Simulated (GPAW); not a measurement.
# A GW chain in GPAW: Cs2AgBiBr6 (Fm-3m)

Wanted: ground state, empty states, screening and self-energy for Cs2AgBiBr6 (Fm-3m).

Method: LDA and many-body steps on it, plane waves, in GPAW 26.7.0.

Most raw output is cut from this account.

### 1. The structure

The structure is cubic, space group Fm-3m (No. 225). Conventional cell: a = 11.232 Å, b = 11.232 Å, c = 11.232 Å, α = 90.00°, β = 90.00°, γ = 90.00°. Cs has 12 Br at 3.97 Å nearest. Ag has 6 Br at 2.80 Å nearest. Nearest to Bi lie 6 Br at 2.81 Å. Nearest to Br lie 1 Ag at 2.80 Å and 1 Bi at 2.81 Å and 4 Cs at 3.97 Å. Farther neighbours and most contacts between anions are not listed.

The cell and positions come from the Crystallography Open Database and are kept as given unless a step says otherwise. Spin-orbit coupling is left out unless a step names it.

### 2. Ground state

This step: GPAW 26.7.0; DFT, LDA, plane waves, PAW.

The ground-state density comes first.

Contents of run.py:

```python
import json
import numpy as np
from gpaw.mpi import world
from ase import Atoms
from gpaw import GPAW, PW, FermiDirac

atoms = Atoms(['Cs', 'Cs', 'Ag', 'Bi', 'Br', 'Br', 'Br', 'Br', 'Br', 'Br'],
    cell=[[0.0000000000, 5.6161000000, 5.6161000000],
      [5.6161000000, 0.0000000000, 5.6161000000],
      [5.6161000000, 5.6161000000, 0.0000000000]],
    scaled_positions=[[0.2500000000, 0.2500000000, 0.2500000000],
      [0.7500000000, 0.7500000000, 0.7500000000],
      [0.5000000000, 0.5000000000, 0.5000000000],
      [0.0000000000, 0.0000000000, 0.0000000000],
      [0.2505500000, 0.7494500000, 0.2505500000],
      [0.2505500000, 0.7494500000, 0.7494500000],
      [0.7494500000, 0.2505500000, 0.7494500000],
      [0.7494500000, 0.2505500000, 0.2505500000],
      [0.2505500000, 0.2505500000, 0.7494500000],
      [0.7494500000, 0.7494500000, 0.2505500000]],
    pbc=(True, True, True))
calc = GPAW(mode=PW(450),
    xc='LDA',
    kpts={'size': (4, 4, 4), 'gamma': True},
    occupations=FermiDirac(0.001),
    nbands=-11,
    convergence={'density': 1e-6, 'bands': -3},
    maxiter=100,
    txt='gs.txt')
atoms.calc = calc
res = {'energy': atoms.get_potential_energy()}
kpts = calc.get_ibz_k_points()
res['kpts'] = kpts
res['eigenvalues'] = [calc.get_eigenvalues(kpt=k) for k in range(len(kpts))]
res['n_electrons'] = calc.get_number_of_electrons()
calc.write('gs.gpw')

if world.rank == 0:
    with open('result.json', 'w') as f:
        json.dump(res, f, default=lambda x: x.tolist())
```

On the command line:

```sh
$ mpirun -n 4 gpaw python run.py
```

It took 66 s on 4 MPI ranks of Arm Neoverse V1, shared host; peak memory 1.2 GiB.

This step gave:

| Item | Value |
| --- | --- |
| total energy | -35.00 eV |
| gap | 1.078 eV |
| k of the valence top | 0.5, 0.5, 0 |
| k of the conduction bottom | 0.5, 0.5, 0.5 |
| least direct gap | 2.312 eV |

The gap is indirect, with the least direct gap 1.23 eV higher.

### 3. Bands along the symmetry lines

The cheap functional maps the bands first; the places of the edges decide which points the dearer methods must see.

Contents of run.py:

```python
import json
import numpy as np
from gpaw.mpi import world
from gpaw import GPAW

path = [[0.000000, 0.000000, 0.000000],
    [0.062500, 0.000000, 0.062500],
    [0.125000, 0.000000, 0.125000],
    [0.187500, 0.000000, 0.187500],
    [0.250000, 0.000000, 0.250000],
    [0.312500, 0.000000, 0.312500],
    [0.375000, 0.000000, 0.375000],
    [0.437500, 0.000000, 0.437500],
    [0.500000, 0.000000, 0.500000],
    [0.515625, 0.031250, 0.515625],
    [0.531250, 0.062500, 0.531250],
    [0.546875, 0.093750, 0.546875],
    [0.562500, 0.125000, 0.562500],
    [0.578125, 0.156250, 0.578125],
    [0.593750, 0.187500, 0.593750],
    [0.609375, 0.218750, 0.609375],
    [0.625000, 0.250000, 0.625000],
    [0.375000, 0.375000, 0.750000],
    [0.328125, 0.328125, 0.656250],
    [0.281250, 0.281250, 0.562500],
    [0.234375, 0.234375, 0.468750],
    [0.187500, 0.187500, 0.375000],
    [0.140625, 0.140625, 0.281250],
    [0.093750, 0.093750, 0.187500],
    [0.046875, 0.046875, 0.093750],
    [0.000000, 0.000000, 0.000000],
    [0.062500, 0.062500, 0.062500],
    [0.125000, 0.125000, 0.125000],
    [0.187500, 0.187500, 0.187500],
    [0.250000, 0.250000, 0.250000],
    [0.312500, 0.312500, 0.312500],
    [0.375000, 0.375000, 0.375000],
    [0.437500, 0.437500, 0.437500],
    [0.500000, 0.500000, 0.500000],
    [0.500000, 0.468750, 0.531250],
    [0.500000, 0.437500, 0.562500],
    [0.500000, 0.406250, 0.593750],
    [0.500000, 0.375000, 0.625000],
    [0.500000, 0.343750, 0.656250],
    [0.500000, 0.312500, 0.687500],
    [0.500000, 0.281250, 0.718750],
    [0.500000, 0.250000, 0.750000],
    [0.500000, 0.218750, 0.718750],
    [0.500000, 0.187500, 0.687500],
    [0.500000, 0.156250, 0.656250],
    [0.500000, 0.125000, 0.625000],
    [0.500000, 0.093750, 0.593750],
    [0.500000, 0.062500, 0.562500],
    [0.500000, 0.031250, 0.531250],
    [0.500000, 0.000000, 0.500000]]
calc = GPAW('gs.gpw').fixed_density(kpts=path,
    symmetry='off',
    nbands=56,
    convergence={'bands': 52},
    txt='bands.txt')
res = {}
kpts = calc.get_ibz_k_points()
res['kpts'] = kpts
res['eigenvalues'] = [calc.get_eigenvalues(kpt=k) for k in range(len(kpts))]
res['n_electrons'] = calc.get_number_of_electrons()

if world.rank == 0:
    with open('result.json', 'w') as f:
        json.dump(res, f, default=lambda x: x.tolist())
```

On the command line:

```sh
$ mpirun -n 4 gpaw python run.py
```

Wall time 5.6 min (4 MPI ranks); peak memory 1.7 GiB.

Numbers from this step:

```
gap                        : 1.078 eV
k of the valence top       : 0.5, 0, 0.5
k of the conduction bottom : 0.5, 0.5, 0.5
least direct gap           : 2.182 eV
```

The gap is 1.078 eV, as in the run before at this level.

The electronic bands at the labelled points (eV, zero at the top of the highest filled band):

```csv
point,band 43,band 44,band 45,band 46,band 47,band 48,band 49,band 50
Γ,-1.20,-1.20,-0.70,-0.70,2.14,2.14,2.14,3.26
halfway,-1.51,-1.21,-1.06,-0.70,2.44,2.44,2.57,4.04
X,-1.56,-1.22,-0.70,0.00,2.68,2.68,3.07,4.14
halfway,-1.56,-1.26,-0.82,-0.05,2.49,2.84,3.04,4.39
U,-1.54,-1.39,-1.04,-0.22,2.17,2.97,3.20,4.90
jump to K,-1.54,-1.39,-1.04,-0.22,2.17,2.97,3.20,4.90
halfway,-1.46,-1.32,-1.26,-1.00,1.87,2.50,3.30,4.10
Γ,-1.20,-1.20,-0.70,-0.70,2.14,2.14,2.14,3.26
halfway,-1.51,-1.30,-1.08,-1.08,1.61,2.87,2.87,3.84
L,-1.51,-1.41,-1.27,-1.27,1.08,3.61,3.61,4.63
halfway,-1.51,-1.47,-1.25,-0.58,1.61,3.27,3.45,4.97
W,-1.46,-1.46,-1.30,-0.10,2.49,2.89,2.89,5.11
halfway,-1.56,-1.29,-0.94,-0.06,2.56,2.75,3.02,4.60
X,-1.56,-1.22,-0.70,0.00,2.68,2.68,3.07,4.14
```

### 4. Empty states on the mesh, 2×2×2 mesh, 431 bands

The sums over transitions need many empty states on a uniform mesh; this step solves for them.

Contents of run.py:

```python
import json
import numpy as np
from gpaw.mpi import world
from gpaw import GPAW

calc = GPAW('gs.gpw').fixed_density(kpts={'size': (2, 2, 2), 'gamma': True},
    nbands=502,
    convergence={'bands': 431},
    txt='nscf.txt')
calc.write('full.gpw', mode='all')
res = {}
kpts = calc.get_ibz_k_points()
res['kpts'] = kpts
res['eigenvalues'] = [calc.get_eigenvalues(kpt=k) for k in range(len(kpts))]
res['n_electrons'] = calc.get_number_of_electrons()

if world.rank == 0:
    with open('result.json', 'w') as f:
        json.dump(res, f, default=lambda x: x.tolist())
```

On the command line:

```sh
$ mpirun -n 4 gpaw python run.py
```

The job ended after 4.5 min (4 MPI ranks; peak memory 1.4 GiB).

This step gave:

```yaml
gap: 1.078 eV
k_of_the_valence_top: 0.5, 0.5, 0
k_of_the_conduction_bottom: 0.5, 0.5, 0.5
least_direct_gap: 2.347 eV
k_points_computed: 3
lowest_point_of_the_top_converged_band_above_the_valence_top: 57.0617 eV
```

On this mesh the gap is 1.078 eV.

### 5. Screening and self-energy, 2×2×2 mesh, 421 bands, screening to 65 eV

Now the one-shot GW correction: screening in the RPA, then the self-energy of the levels asked for.

This step: G0W0 on LDA, plane waves, PAW.

Contents of run.py:

```python
import json
import numpy as np
from gpaw.mpi import world
from gpaw.response.g0w0 import G0W0

gw = G0W0('full.gpw',
    filename='gw',
    kpts=[0, 1, 2],
    bands=(44, 48),
    ecut=65,
    nbands=421,
    integrate_gamma='WS',
    ppa=True)
gw.calculate()
res = {mode: {k: v for k, v in r.items() if k != 'sigma_eskwn'}
       for mode, r in gw.all_results.items()}

if world.rank == 0:
    with open('result.json', 'w') as f:
        json.dump(res, f, default=lambda x: x.tolist())
```

On the command line:

```sh
$ mpirun -n 4 gpaw python run.py
```

Run time: 3.1 min. Hardware: 4 MPI ranks; peak memory 4.6 GiB; 12 min of CPU time.

Numbers from this step:

| Quantity | Value |
| --- | --- |
| G0W0 gap on the points computed | 2.094 eV |
| least direct G0W0 gap on the computed points | 3.726 eV |
| Z at the valence top | 0.7934 |
| Z at the conduction bottom | 0.8139 |
| starting gap on the mesh | 1.078 eV |
| k of the valence top | 0.5, 0.5, 0 |
| k of the conduction bottom | 0.5, 0.5, 0.5 |

The gap on the mesh goes from 1.08 eV to 2.09 eV, a correction of +1.02 eV.

Limits: finite bands, cutoff and mesh; d shell near the gap, gap tends to lie low; no spin-orbit coupling; coarse k mesh. v1 is the top filled band, c1 the lowest empty one. The levels before and after the correction (eV, zero at the valence-band top of each column):

```csv
,conduction bottom,valence top
Kohn-Sham,1.08,0.00
G0W0,2.09,0.00
```

```csv
,level,energy (eV)
Kohn-Sham,(0.5 0.5 0) v2,-0.703
Kohn-Sham,(0.5 0.5 0) v1,0.000
Kohn-Sham,(0.5 0.5 0) c1-c2,2.680
Kohn-Sham,(0.5 0.5 0.5) v2-v1,-1.269
Kohn-Sham,(0.5 0.5 0.5) c1,1.078
Kohn-Sham,(0.5 0.5 0.5) c2,3.610
G0W0,(0.5 0.5 0) v2,-0.919
G0W0,(0.5 0.5 0) v1,0.000
G0W0,(0.5 0.5 0) c1-c2,3.726
G0W0,(0.5 0.5 0.5) v2-v1,-1.722
G0W0,(0.5 0.5 0.5) c1,2.094
G0W0,(0.5 0.5 0.5) c2,4.747
```

### 6. Where the time went

Times are wall times on 4 MPI ranks of Arm Neoverse V1, shared host, good to a factor of about two.

```csv
step,time,share,memory (GiB)
ground state,66 s,8 %,1.2
bands along the symmetry lines,5.6 min,39 %,1.7
empty states on the mesh,4.5 min,32 %,1.4
screening and self-energy,3.1 min,22 %,4.6
```

### 7. Results

```yaml
lda_gap: 1.08 eV, indirect
g0w0_gap_on_the_mesh: 2.09 eV
gw_settings: 2×2×2 mesh, 421 bands, screening to 65 eV, Godby-Needs plasmon pole
known_limits: not at the basis limit; d shell near the gap, gap tends to lie low; no spin-orbit coupling; coarse k mesh
```

G0W0 moves the gap on the mesh from 1.08 eV to 2.09 eV (+1.02 eV), with Z of 0.79 and 0.81 at the edges. Bands and cutoff are finite, so the gap is not at the basis limit. The miss can reach some tenths of an eV and take either sign; the mesh is an error of its own. These stock PAW sets were not made for GW; the filled d or f shell of Br lies in the frozen core, which bears on start and correction. The 2×2×2 mesh is coarse for this cell, which bears on the long-range parts of exchange and screening. Where an edge is built on 6p states of lead, bismuth or thallium, scalar-relativistic gaps usually stand too wide, by a few tenths to over one eV. A d shell, filled or nearly so, lies near the gap. One-shot GW converges very slowly in bands there, not always from below, and on a semilocal start the gap tends to come out low; starts rich in exact exchange can overshoot instead. The many-body steps are scalar-relativistic: spin-orbit coupling is not in them.

[Paths, hosts, dates, memory and timing lines, banners, echoed tables and standing remarks are left out of the program output.]

[Logs are printed without paths, hosts, clocks, repeated set-up lines and the standing remarks that a program may print on its own settings, such as how far it seeks lower states.]

[Runs of the session that timed out or met a known fault of the program may be left out.]

[Hosts, paths, dates, database ids (printed as entryN), source tags and the programs' standing remarks are cut or masked in the printed files.]
